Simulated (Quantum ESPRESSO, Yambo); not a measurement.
# InF3 (R-3c): G0W0 with Yambo, start to end, part 3 of 3

Aim: the G0W0 gap of InF3 (R-3c) on LDA, step by step.

Quantum ESPRESSO 7.5 and Yambo 5.3.0; LDA and many-body steps on it, plane waves. Known limits of the many-body steps: not at the basis limit; no spin-orbit coupling.

So far. Step 3 (Bands along the symmetry lines): The gap is 4.009 eV, as in the run before at this level. Step 4 (Empty states on the mesh, 4×4×4 mesh, 265 bands): On this mesh the gap is 4.009 eV.

## Step 6: Screening and self-energy, 4×4×4 mesh, 265 bands, screening to 149.7 eV

Now the one-shot GW correction: screening in the RPA, then the self-energy of the levels asked for.

This step: G0W0 on LDA, plane waves, norm-conserving pseudopotentials.

gw3.in reads:

```
HF_and_locXC
gw0
dyson
ppa
em1d
rim_cut
RandQpts= 1000000
RandGvec= 1 RL
EXXRLvcs= 80 Ry
VXCRLvcs= 320 Ry
Chimod= "HARTREE"
% BndsRnXp
 1 | 265 |
%
NGsBlkXp= 11 Ry
% LongDrXp
 1 | 1 | 1 |
%
% GbndRnge
 1 | 265 |
%
DysSolver= "n"
ExtendOut
PPAPntXp= 27.21138 eV
% QPkrange
 7 | 7 | 41 | 44 |
 1 | 1 | 41 | 44 |
%
```

The run is started by

```sh
> OMP_NUM_THREADS=2 mpirun -n 2 yambo -F gw3.in -J gw3 -C gw3 > gw3.log
```

What it wrote:

```text
 Yambo, version 5.3.0

 [02] CORE Variables Setup
 =========================

  [... cell, symmetries and grids as in the set-up ...]

  [02.05] Energies & Occupations
  ==============================

  [X] === General ===
  [X] Electronic Temperature                        :  0.000000  0.000000 [eV K]
  [X] Bosonic    Temperature                        :  0.000000  0.000000 [eV K]
  [X] Finite Temperature mode                       : no
  [X] El. density                                   :  0.72974E+24 [cm-3]
  [X] Fermi Level                                   :  2.393526 [eV]

  [X] === Gaps and Widths ===
  [X] Conduction Band Min                           :  4.009337 [eV]
  [X] Valence Band Max                              :  0.000000 [eV]
  [X] Filled Bands                                  :   42
  [X] Empty Bands                                   :   43  265
  [X] Direct Gap                                    :  4.041772 [eV]
  [X] Direct Gap localized at k                     :  1
  [X] Indirect Gap                                  :  4.009337 [eV]
  [X] Indirect Gap between kpts                     :   7   1
  [X] Last valence band width                       :  0.129179 [eV]
  [X] 1st conduction band width                     :  3.087633 [eV]

 [03] Transferred momenta grid and indexing
 ==========================================

 IBZ Q-points                                      :  14
 BZ  Q-points                                      :   64

 K/Q-points units:
 rlu = crystal or reduced units; cc = cartesian coordinates; iku = interal k-units

 Q [ 1]         [rlu]:  0.000000  0.000000  0.000000
 Q [ 2]         [rlu]: -0.34882E-16 -0.34882E-16  0.25000
 Q [ 3]         [rlu]:  0.49282E-16  0.49282E-16 -0.50000
 Q [ 4]         [rlu]:  0.18461E-16  0.25000      0.25000
 Q [ 5]         [rlu]:  0.15108E-15  0.25000      0.50000
 Q [ 6]         [rlu]:  0.74563E-16  0.25000     -0.25000
 Q [ 7]         [rlu]: -0.36922E-16 -0.50000     -0.50000
 Q [ 8]         [rlu]:  0.250000  0.250000  0.250000
 Q [ 9]         [rlu]:  0.250000  0.250000  0.500000
 Q [10]         [rlu]:  0.250000  0.250000 -0.250000
 Q [11]         [rlu]:  0.250000  0.500000  0.500000
 Q [12]         [rlu]:  0.250000  0.500000  0.750000
 Q [13]         [rlu]: -0.500000 -0.500000 -0.500000
 Q [14]         [rlu]: -0.25000     -0.16429E-15 -0.50000

 [04] Coloumb potential Random Integration (RIM)
 ===============================================

  [04.01] RIM initialization
  ==========================

  * Diagonal components only detected *

  8 x (sBL volume)        :  0.039915 [a.u.]
  sBZ random points       :  1000000
  Points outside the sBZ  :   7988742
  RL volume               :  0.319323 [a.u.]
  Integrated volume       :  0.319773 [a.u.]

  [04.02] RIM integrals
  =====================

  Gamma point sphere radius             :  0.061991 [a.u.]
  Points outside the sphere             :   799652
  [Int_sBZ(q=0) 1/q^2]*(Vol_sBZ)^(-1/3) =:  7.753065
                                 should be <:  7.795600

  Summary of Coulomb integrals for non-metallic bands |Q|[au] RIM/Bare

  Q [1] 0.100000E-4 0.994544 * Q [8] 0.169379 1.028176
  Q [2] 0.192878 1.076558 * Q [4] 0.216252 1.066047
  Q [9] 0.291577 1.024101 * Q [6] 0.319441 1.030907
  Q [11] 0.337204 1.016845 * Q [13] 0.338758 1.010690
  Q [5] 0.361568 1.021448 * Q [14] 0.361568 1.021767
  Q [10] 0.373154 1.022739 * Q [3] 0.385755 1.020169
  Q [7] 0.432504 1.015207 * Q [12] 0.465617 1.010633

 [05] Dipoles
 ============

  [05.01] Setup: observables and procedures
  =========================================

  [WARNING] [x,Vnl] slows the Dipoles computation. To neglect it rename the ns.kb_pp file

 [06] Dynamic Dielectric Matrix (PPA)
 ====================================

 [WR./gw3//ndb.pp]---------------------------------------------------------------
  Brillouin Zone Q/K grids (IBZ/BZ)                :   14   64   14   64
  RL vectors                                       :  11327 [WF]
  Coulomb cutoff potential                         : none
  Electronic Temperature                           :  0.000000 [K]
  Bosonic    Temperature                           :  0.000000 [K]
  PPA    diel. fun.  energies                      : Slater exchange(X)+Perdew & Wang(C)
  wavefunctions                                    : Slater exchange(X)+Perdew & Wang(C)
  Global Gauge                                     : length
  X matrix size                                    :   489
  X band range                                     :    1  265
  X e/h energy range                               : -1.000000 -1.000000 [eV]
  X Time ordering                                  : R
  X Hxc Kernel                                     : HARTREE
  X Drude frequency                                :  0.000000  0.000000
  X poles                                          :  100.0000 [o/o]
  RL vectors in the sum                            :  11327
  [r,Vnl] included                                 : yes
  Field direction                                  :  0.577350E-5  0.577350E-5  0.577350E-5
  BZ energy Double Grid                            : no
  BZ energy DbGd points                            : 0
  BZ Q point size factor                           : -1.000000
  X Optical Averaged directions                    : none

 [07] Local Exchange-Correlation + Non-Local Fock
 ================================================

 [VXC] Plane waves :   74873
 [EXS] Plane waves :   9339

 QP @ state[ 1 ] K range:  1  1
 QP @ state[ 1 ] b range:   41   44
 QP @ state[ 2 ] K range:   7   7
 QP @ state[ 2 ] b range:   41   44

 [xc] Functional : Slater exchange(X)+Perdew & Wang(C)
 [xc] LIBXC used to calculate xc functional
  PP Number of Atomic Species                      :  2
  NLCC RL compoments                               :   74873
  PP Number of Atomic Species                      :  2
  NLCC RL compoments                               :   74873

 [xc] E_xc :  -59.69010 [Ha]
      E_xc :  -119.3802 [Ry]

  Local XC kind (lXC) : Slater exchange(X)+Perdew & Wang(C)
  Non-Local XC kind (nlXC) : Hartree-Fock

  Corrections @ K [1] :  [eV]
 <41|nlXC|41> = -30.71631  0.29348E-17 <41|lXC|41> = -22.75048 -0.37763E-15
 <42|nlXC|42> = -30.71631 -0.23130E-16 <42|lXC|42> = -22.75048  0.13723E-31
 <43|nlXC|43> = -10.34929  0.11475E-18 <43|lXC|43> = -15.00348  0.70805E-16
 <44|nlXC|44> = -13.25180  0.53891E-18 <44|lXC|44> = -19.92570 -0.37756E-15

  Corrections @ K [7] :  [eV]
 <41|nlXC|41> = -30.87888 -0.19376E-16 <41|lXC|41> = -23.60424  0.18882E-15
 <42|nlXC|42> = -30.81237  0.80492E-17 <42|lXC|42> = -22.91541  0.94408E-16
 <43|nlXC|43> = -12.86166  0.90957E-18 <43|lXC|43> = -18.19567 -0.18884E-15
 <44|nlXC|44> = -13.06259 -0.84650E-18 <44|lXC|44> = -19.12037  0.18885E-15

 [08] Dyson equation: Newton solver
 ==================================

  [08.01] G0W0 (W PPA)
  ====================

  [  GW  ] Bands range     :    1  265
  [GW/PPA] G damping       :  0.100000 [eV]

  QP @ state[ 1 ] K range:  1  1
  QP @ state[ 1 ] b range:   41   44
  QP @ state[ 2 ] K range:   7   7
  QP @ state[ 2 ] b range:   41   44

   Sc/G bands                                       :    1  265
   Sc/G damping                                     :  0.100000 ev
   Sc bands terminator                              : no
   Sx RL components                                 :   9339

   QP @ state[ 1 ] K range                          :  1  1
   QP @ state[ 1 ] b range                          :   41   44
   QP @ state[ 2 ] K range                          :   7   7
   QP @ state[ 2 ] b range                          :   41   44
   GF energies kind                                 : Slater exchange(X)+Perdew & Wang(C)
   GF WF`s kind                                     : Slater exchange(X)+Perdew & Wang(C)
   Xs energies kind                                 : Slater exchange(X)+Perdew & Wang(C)
   Xs WF`s kind                                     : Slater exchange(X)+Perdew & Wang(C)

 [11] Game Over & Game summary
```

It took 40 min on 2 MPI ranks of Arm Neoverse V2, shared host; peak memory 3.2 GiB; 2.4 h of CPU time.

This step gave:

* G0W0 gap on the points computed: 7.594 eV
* starting gap on the mesh: 4.009 eV
* k of the valence top: 0, -0.5, -0.5
* k of the conduction bottom: 0, 0, 0
* least direct G0W0 gap on the computed points: 7.657 eV
* Z at the valence top: 0.8052
* Z at the conduction bottom: 0.8663

The gap on the mesh goes from 4.01 eV to 7.59 eV, a correction of +3.59 eV.

Limits: finite bands, cutoff and mesh; no spin-orbit coupling. v1 is the top filled band, c1 the lowest empty one. Levels before and after the correction, in eV, zero at the valence-band top of each column:

```
           conduction bottom  valence top
Kohn-Sham               4.01         0.00
     G0W0               7.59         0.00
```

```
                      level  energy (eV)
Kohn-Sham           Γ v2-v1       -0.032
Kohn-Sham              Γ c1        4.009
Kohn-Sham              Γ c2        9.417
Kohn-Sham  (0 -0.5 -0.5) v2       -0.152
Kohn-Sham  (0 -0.5 -0.5) v1        0.000
Kohn-Sham  (0 -0.5 -0.5) c1        6.535
Kohn-Sham  (0 -0.5 -0.5) c2        8.084
     G0W0           Γ v2-v1       -0.062
     G0W0              Γ c1        7.594
     G0W0              Γ c2       14.047
     G0W0  (0 -0.5 -0.5) v2        0.000
     G0W0  (0 -0.5 -0.5) v1       -0.006
     G0W0  (0 -0.5 -0.5) c1       10.579
     G0W0  (0 -0.5 -0.5) c2       12.447
```

## Step 7: Where the time went

Times are wall times on the hardware named with each run, good to a factor of about two.

```
                          step    time  share  memory (GiB)
                  ground state    65 s    3 %           0.8
bands along the symmetry lines    23 s    1 %          0.47
      empty states on the mesh    92 s    4 %           1.1
         conversion and set-up     3 s    0 %          0.25
     screening and self-energy  40 min   93 %           3.2
```

## Step 8: Outcome

| Quantity | Value |
| --- | --- |
| LDA gap | 4.01 eV, indirect (only 32 meV under the direct gap) |
| G0W0 gap on the mesh | 7.59 eV |
| GW settings | 4×4×4 mesh, 265 bands, screening to 149.7 eV, Godby-Needs plasmon pole |
| known limits | not at the basis limit; no spin-orbit coupling |

In words: G0W0 moves the gap on the mesh from 4.01 eV to 7.59 eV (+3.59 eV), with Z of 0.81 and 0.87 at the edges. Only 2 of the mesh's irreducible points were corrected, so a valley elsewhere could overtake. The dearest step here is «screening and self-energy». Bands and cutoff are finite, so the gap is not at the basis limit. The miss can reach some tenths of an eV and take either sign; the mesh is an error of its own. In the G0W0 run levels were corrected at 2 k points alone, so a gap called «on the mesh» is the least over those, and an edge elsewhere would be missed. The many-body steps are scalar-relativistic: spin-orbit coupling is not in them.

[Paths, hosts, dates, memory and timing lines, banners, echoed tables and standing remarks are left out of the program output.]

[Logs are printed without paths, hosts, clocks, repeated set-up lines and the standing remarks that a program may print on its own settings, such as how far it seeks lower states.]

[Runs of the session that timed out or met a known fault of the program may be left out.]

[Hosts, paths, dates, database ids (printed as entryN), source tags and the programs' standing remarks are cut or masked in the printed files.]
